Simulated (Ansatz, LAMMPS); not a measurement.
**Molecular dynamics of glassy 96B2O3-4CaO (mol %) (117 atoms)**

Wanted: a short trajectory of glassy 96B2O3-4CaO (mol %) (117 atoms) with its pair distributions.

Program: Ansatz 0.2.0. Level of theory: Kohn-Sham DFT, PBE, PAW (set soft_2), plane waves. Results are calculated unless marked as measured.

**1. Set-up**

The cell holds 117 atoms: 46 B, 1 Ca and 70 O. Its edges and angles: a = 11.112 Å, b = 11.112 Å, c = 11.112 Å, α = 90.0°, β = 90.0°, γ = 90.0°. 117 atoms (46 B, 1 Ca, 70 O) placed at random at 1.97 g/cm³, melted at 3000 K for 20 ps at fixed volume with the Buckingham and Coulomb pair potential of Guillot and Sator (Geochim. Cosmochim. Acta 71, 1249 (2007)) with the boron terms of Wang et al. (J. Non-Cryst. Solids 498, 294 (2018)). Quenched from 3000 K to 300 K at 10 K/ps and fixed volume, held 10 ps at zero pressure, then minimised at fixed cell.

What the set-up can't give: The quench rate of 10 K/ps is many orders above laboratory rates, so the cell is likely richer in defects and strain than a real sample. The starting topology of bonds comes from the classical model. Only the Γ point is sampled, in a cell whose shortest periodic width is 11 Å.

**2. Single point at the start**

The forces at the start show how far the geometry lies from a minimum of this functional.

Contents of input.yaml:

```yaml
crystal:
  lattice:
    - [11.11222, 0.0, 0.0]
    - [0.0, 11.11222, 0.0]
    - [0.0, 0.0, 11.11222]
  atoms:
    - { symbol: B, position: [0.89032, 0.89958, 0.7435] }
    - { symbol: B, position: [0.6633, 0.3345, 0.38705] }
    - { symbol: B, position: [0.1092, 0.6864, 0.04709] }
    - { symbol: B, position: [0.42477, 0.77879, 0.33234] }
    [... 107 atom lines left out ...]
    - { symbol: O, position: [0.40051, 0.7199, 0.88709] }
    - { symbol: O, position: [0.13727, 0.16898, 0.04558] }
    - { symbol: O, position: [0.69435, 0.62679, 0.28195] }
    - { symbol: O, position: [0.49595, 0.33544, 0.89707] }
    - { symbol: O, position: [0.52475, 0.11924, 0.89743] }
    - { symbol: O, position: [0.23647, 0.62256, 0.53944] }
kpoints:
  mp_grid: { grid: [1, 1, 1] }
hamiltonian:
  xc: pbe
scf:
  occupations: { method: gaussian, width: 0.025 }
output:
  forces: true
```

The run is started by

```
$ ansatz run input.yaml --threads 4 --pin off --max-ram 8192MiB --backend cpu --events-out ev --progress --plain --runs-dir out
```

It took 11 s on 4 threads of Intel Xeon Platinum 8259CL at 2.50GHz (Skylake/Cascade Lake), shared host; peak memory 2 GiB; 42 s of CPU time.

The run gave:

```
free energy            : -48797.7022 eV
free energy per atom   : -417.0744 eV/atom
SCF cycles             : 9
r.m.s. force component : 0.7106 eV/Å
longest force          : 3.113 eV/Å
Fermi energy           : 4.313 eV
```

The r.m.s. force component of 0.71 eV/Å sets the starting point.

Length of the force by element:

```csv
element,coordination,atoms,mean length of the force (eV/Å),spread,least,most
B,all,46,1.53,0.569,0.573,3.11
Ca,all,1,0.584,0,0.584,0.584
O,all,70,0.748,0.46,0.138,2.68
```

**3. Dynamics started at 400 K**

Without a thermostat the total energy must stay constant, which tests forces and time step. The time step is 1.0 fs.

input.yaml, as its differences from that of step 2:

```diff
@@ -15 +15,8 @@
   forces: true
+md:
+  timestep: 1.0
+  n_steps: 264
+  ensemble: nve
+  temperature: 400
+  initial_velocities: maxwell_boltzmann
+  seed: 742
```

Run time: 30 min. Hardware: 4 threads; peak memory 2.2 GiB.

The program notes that it switched symmetry off.

Rows from the run:

```csv
time (fs),T (K),potential (meV/atom),conserved (meV/atom)
0.0,400,0.0,0.00
18.0,386,1.9,0.08
35.0,573,-22.1,0.07
53.0,631,-29.6,0.01
70.0,577,-22.7,0.05
88.0,648,-31.8,0.03
106.0,615,-27.5,0.04
123.0,589,-24.2,0.04
141.0,589,-24.1,0.05
158.0,631,-29.6,0.03
176.0,589,-24.1,0.05
194.0,486,-10.9,0.03
211.0,493,-11.8,0.05
229.0,608,-26.7,0.02
246.0,572,-21.9,0.05
264.0,565,-21.1,0.05
```

Mean square displacement from the first frame to the last: B 0.74 Å², Ca 0.30 Å², O 1.0 Å².

Mean square displacement against time lag:

```csv
time lag (fs),B (Å²),Ca (Å²),O (Å²)
1.0,1.1e-4,3.5e-5,9.8e-5
6.0,0.00363,0.00126,0.00345
11.0,0.0105,0.00416,0.0110
17.0,0.0198,0.00966,0.0241
22.0,0.0271,0.0157,0.0376
28.0,0.0358,0.0244,0.0563
33.0,0.0433,0.0327,0.0737
39.0,0.0520,0.0433,0.0962
44.0,0.0596,0.0526,0.116
50.0,0.0707,0.064,0.141
55.0,0.0828,0.0735,0.164
61.0,0.0997,0.0847,0.192
66.0,0.114,0.0936,0.216
71.0,0.128,0.102,0.241
77.0,0.145,0.112,0.272
82.0,0.159,0.119,0.298
88.0,0.177,0.128,0.329
93.0,0.192,0.135,0.355
99.0,0.210,0.144,0.386
104.0,0.227,0.153,0.412
110.0,0.248,0.164,0.444
115.0,0.267,0.174,0.471
121.0,0.288,0.188,0.503
126.0,0.306,0.201,0.530
132.0,0.327,0.217,0.563
```

Over the second half of 264 fs the temperature averages 570 K with swings of 46 K r.m.s. The conserved energy stays within 0.12 meV/atom. From first frame to last O has the largest mean square displacement, 1.0 Å² at the end; the farthest move is 2.05 Å. The mean temperature of 570 K lies well off the 400 K of the input: without a thermostat, the energy that the start releases heats the cell. The count of bonds goes from 148 in the first frame to 146 in the last, by one set of cutoffs: 4 pairs passed out of them and 2 came within. The run spans 0.26 ps, too short for its means to be equilibrium values.

**4. Structure statistics late in the run**

The g(r) is a mean over the second half; what follows it is taken at the last frame.

Bonds before and after, by the cutoffs listed below:

```csv
pair,bonds before,bonds after,mean before (Å),mean after (Å),spread before (Å),spread after (Å)
O-B,139,140,1.400,1.387,0.013,0.044
O-Ca,9,6,2.574,2.537,0.101,0.105
```

Density 2.01 g/cm³, 11.73 Å³ an atom.

Mean of 14 frames. Pair distribution functions g(r), in bins of 0.2 Å:

```csv
r (Å),total,O-O,O-B,O-Ca,B-B,B-Ca,Ca-Ca
1.20,0.04,0.00,0.07,0.00,0.00,0.00,0.00
1.40,5.68,0.00,12.07,0.00,0.00,0.00,0.00
1.60,0.11,0.00,0.23,0.00,0.00,0.00,0.00
1.80,0.01,0.00,0.01,0.00,0.00,0.00,0.00
2.00,0.00,0.00,0.00,0.13,0.00,0.00,0.00
2.20,0.31,0.78,0.00,1.70,0.07,0.00,0.00
2.40,1.99,4.59,0.07,3.17,1.80,0.00,0.00
2.60,0.82,0.58,0.24,1.77,3.08,0.61,0.00
2.80,0.59,0.54,0.57,1.06,0.68,2.27,0.00
3.00,0.89,0.89,1.03,1.60,0.30,3.16,0.00
3.20,1.02,0.88,1.28,0.48,0.54,2.83,0.00
3.40,1.04,0.73,1.29,0.88,0.95,1.90,0.00
3.60,1.32,0.71,1.93,0.43,0.96,0.46,0.00
3.80,1.04,0.80,1.24,0.82,1.06,0.00,0.00
4.00,0.90,0.94,0.82,1.34,1.01,0.94,0.00
4.20,0.99,1.12,0.90,1.84,0.93,0.29,0.00
4.40,1.08,1.33,0.84,1.42,1.17,0.74,0.00
4.60,1.03,1.31,0.77,0.91,1.19,0.16,0.00
4.80,1.02,1.13,0.83,0.29,1.39,2.00,0.00
5.00,0.93,0.85,0.95,0.82,1.08,1.47,0.00
5.20,0.92,0.87,1.02,0.56,0.79,0.97,0.00
5.40,0.94,0.87,1.04,1.07,0.78,1.04,0.00
```

Bonds by pair of elements; cutoffs follow the first minimum of g(r), held within bounds set by covalent radii, and pairs that aren't listed don't count as bonded:

```csv
pair A-B,cutoff (Å),bonds,mean length (Å),spread (Å),shortest (Å),B about A,A about B
O-B,1.83,140,1.39,0.044,1.3,2,3.04
O-Ca,2.83,6,2.54,0.105,2.40,0.086,6
```

How many atoms have how many bonded neighbours:

```csv
element,mean,2,3,4,6
B,3.04,0,44,2,0
Ca,6,0,0,0,1
O,2.09,64,6,0,0
```

Bond angles, per cent of each kind in bins of 5°:

```csv
angle (°),O-B-O,B-O-B,O-Ca-O,B-O-Ca
50–55,0.0,0.0,6.7,0.0
55–60,0.0,0.0,26.7,0.0
60–65,0.0,0.0,0.0,0.0
65–70,0.0,0.0,0.0,0.0
70–75,0.0,0.0,0.0,0.0
75–80,0.0,0.0,20.0,8.3
80–85,0.0,0.0,0.0,33.3
85–90,0.0,0.0,0.0,8.3
90–95,0.0,0.0,0.0,8.3
95–100,0.0,0.0,0.0,0.0
100–105,2.8,0.0,6.7,16.7
105–110,4.9,1.4,6.7,0.0
110–115,15.3,1.4,6.7,0.0
115–120,35.4,5.7,6.7,0.0
120–125,26.4,10.0,0.0,0.0
125–130,12.5,11.4,0.0,8.3
130–135,2.1,11.4,6.7,8.3
135–140,0.7,17.1,6.7,0.0
140–145,0.0,14.3,0.0,0.0
145–150,0.0,10.0,0.0,8.3
150–155,0.0,5.7,0.0,0.0
155–160,0.0,2.9,0.0,0.0
160–165,0.0,2.9,0.0,0.0
165–170,0.0,2.9,6.7,0.0
170–175,0.0,1.4,0.0,0.0
175–180,0.0,1.4,0.0,0.0
```

Bond angles (no mean is given where the spread exceeds 20°):

```csv
angle,count,mean (°),spread (°)
O-B-O,144,119,6.2
B-O-B,70,138,14
O-Ca-O,15,-,-
B-O-Ca,12,-,-
```

Oxygen atoms by the number of network formers (Si, P, Ge, B, Al, As, Ga) bound to them:

```csv
network formers bound to O,O atoms,per cent
0,0,0
1,0,0
2,70,100
```

Network units: each former by its oxygen neighbours and how many of them bridge to another former:

```csv
former,O neighbours,bridging O,atoms
B,3,3,44
B,4,4,2
```

Bond length by coordination (bonds to H left out):

```csv
element,coordination,atoms,mean bond length (Å)
B,3,44,1.38
B,4,2,1.49
O,2,64,1.38
O,3,6,1.80
```

Rings of the network by King's shortest-path rule, up to 12 atoms, one path for each pair of neighbours; H, halogens, alkali and alkaline-earth atoms are left out, and the last column divides by all other atoms, bonded or not:

```csv
ring size (atoms),rings,per network atom
10,1,0.009
12,1,0.009
```

For some of the pairs, g(r) has its first main peak near 2.4 Å (O-O), 1.4 Å (O-B), 2.5 Å (O-Ca) and 2.6 Å (B-B). With the cutoffs above, 96 % of B atoms have 3, all Ca atoms have 6 and 91 % of O atoms have 2 bonded neighbours. The O-B-O angle averages 119° with a spread of 6°. 100 % of the oxygens bridge two formers (B) and 0 % are non-bridging. The commonest B unit has 3 oxygens, 3 of them shared with other formers (44 of 46 atoms). Rings of 10 and 12 atoms are the most common (50 % each of those counted); sizes run from 10 to 12, where the search stops.

**5. Single point at the last frame**

The last frame is solved once more, with the analyses that the dynamics left out.

Contents of input.yaml:

```yaml
crystal:
  lattice:
    - [11.11222, 0.0, 0.0]
    - [0.0, 11.11222, 0.0]
    - [0.0, 0.0, 11.11222]
  atoms:
    - { symbol: B, position: [0.87008, 0.91991, 0.80033] }
    - { symbol: B, position: [0.73484, 0.29098, 0.37959] }
    - { symbol: B, position: [0.064, 0.62592, 0.00481] }
    - { symbol: B, position: [0.40888, 0.7755, 0.35499] }
    [... 107 atom lines left out ...]
    - { symbol: O, position: [0.34504, 0.70735, 0.89874] }
    - { symbol: O, position: [0.1606, 0.28835, 0.01496] }
    - { symbol: O, position: [0.59042, 0.60293, 0.25104] }
    - { symbol: O, position: [0.50371, 0.3282, 0.86791] }
    - { symbol: O, position: [0.52975, 0.11493, 0.88543] }
    - { symbol: O, position: [0.23382, 0.67329, 0.56052] }
kpoints:
  mp_grid: { grid: [1, 1, 1] }
hamiltonian:
  xc: pbe
scf:
  occupations: { method: gaussian, width: 0.025 }
output:
  forces: true
  stress: true
  populations: intrinsic
  dos:
    method: { smearing: { sigma: 0.1 } }
    de: 0.1
    projected: { site_lists: { B: [B], Ca: [Ca], O: [O] } }
  eigenvalues: true
  write_density: true
  write_potential: true
  volumetric_format: npy
```

The job ended after 18 s (4 threads; peak memory 2 GiB).

The program notes that the exchange-correlation potential is rough where the density is thin.

Read from the output:

* free energy: -48800.1651 eV
* free energy per atom: -417.0954 eV/atom
* SCF cycles: 9
* pressure: -0.1352 GPa
* r.m.s. force component: 1.007 eV/Å
* longest force: 3.588 eV/Å
* Fermi energy: 3.934 eV
* gap (highest filled to lowest empty level): 4.782 eV

Neighbours are counted within 1.83 Å (O-B), 2.83 Å (O-Ca), the cutoffs taken from the dynamics.

Length of the force by element and coordination:

```csv
element,coordination,atoms,mean length of the force (eV/Å),spread,least,most
B,all,46,1.66,0.775,0.403,3.59
B,3,44,1.59,0.716,0.403,3.45
B,4,2,3.15,0.438,2.71,3.59
Ca,all,1,0.450,0,0.450,0.450
O,all,70,1.54,0.715,0.410,3.49
O,2,64,1.51,0.668,0.410,3.14
O,3,6,1.89,1.04,0.610,3.49
```

Intrinsic-atomic-orbital charges by element and coordination:

```csv
element,coordination,atoms,mean charge (e),spread,least,most
B,all,46,0.643,0.0273,0.563,0.687
B,3,44,0.647,0.0218,0.594,0.687
B,4,2,0.563,5.0e-4,0.563,0.564
Ca,all,1,1.84,0,1.84,1.84
O,all,70,-0.449,0.0401,-0.604,-0.385
O,2,64,-0.439,0.0234,-0.496,-0.385
O,3,6,-0.553,0.0332,-0.604,-0.499
```

States in the cell by windows of 1 eV, zero at the Fermi level; the larger projections on atomic orbitals stand beside the total:

```csv
from (eV),to (eV),total,O p,B p
-10,-9,43.5,29.5,11.2
-9,-8,27.8,19.0,7.7
-8,-7,21.0,14.2,5.7
-7,-6,41.8,30.8,8.8
-6,-5,52.8,43.5,6.3
-5,-4,75.5,69.1,3.5
-4,-3,72.1,69.0,1.4
-3,-2,18.7,17.9,0.4
-2,2,0.0,0.0,0.0
2,3,9.6,0.9,3.7
3,4,34.1,4.8,20.8
4,5,35.8,6.6,20.5
```

Between -26 and -10 eV lie 213 more states.

The levels nearest the highest filled one (over half full), pooled over k-points and spins:

```csv
level less the highest filled one (eV),occupation
-0.455,2
-0.438,2
-0.367,2
-0.324,2
-0.229,2
0,2
4.78,0
4.95,0
5.10,0
5.23,0
5.35,0
5.41,0
```

Mean intrinsic-atomic-orbital charges: B +0.64, Ca +1.84, O -0.45 e. The largest share in the top eV of filled states is O p (97 % of the projected weight), and in the lowest eV of empty states B p (69 % of the projected weight).

**6. Results**

```yaml
mean_temperature_second_half: 570.4 K
temperature_swing_second_half: 45.78 K
slope_of_the_conserved_energy_against_time_by_least_squares: -0.0442 meV/atom/ps
free_energy_per_atom: -417.0954 eV/atom
pressure: -0.1352 GPa
r_m_s_force_component: 1.007 eV/Å
spacing_of_highest_filled_and_lowest_empty_level: 4.782 eV
wall_time_of_the_3_dft_runs: 31 min
```

What this shows: Over the second half of 264 fs the temperature averages 570 K with swings of 46 K r.m.s. The conserved energy stays within 0.12 meV/atom. The mean temperature of 570 K lies well off the 400 K of the input: without a thermostat, the energy that the start releases heats the cell. The count of bonds goes from 148 in the first frame to 146 in the last, by one set of cutoffs: 4 pairs passed out of them and 2 came within. The run spans 0.26 ps, too short for its means to be equilibrium values. With the cutoffs above, 96 % of B atoms have 3, all Ca atoms have 6 and 91 % of O atoms have 2 bonded neighbours. 100 % of the oxygens bridge two formers (B) and 0 % are non-bridging.

The highest filled and lowest empty levels differ by 4.78 eV (at Γ alone); a semilocal functional tends to put such gaps too low. In a disordered cell it changes from sample to sample, and tail or defect levels can set it.

**Limits.** The network of bonds at the start is that of the classical potential that made the cell; in DFT 4 of its 148 bonded pairs passed out of the cutoffs and 2 came within them. The pressure of a single frame lacks the kinetic term, about 0.67 GPa here.

[Logs are printed without paths, hosts, clocks, repeated set-up lines and the standing remarks that a program may print on its own settings, such as how far it seeks lower states.]

[Hosts, paths, dates, database ids (printed as entryN), source tags and the programs' standing remarks are cut or masked in the printed files.]
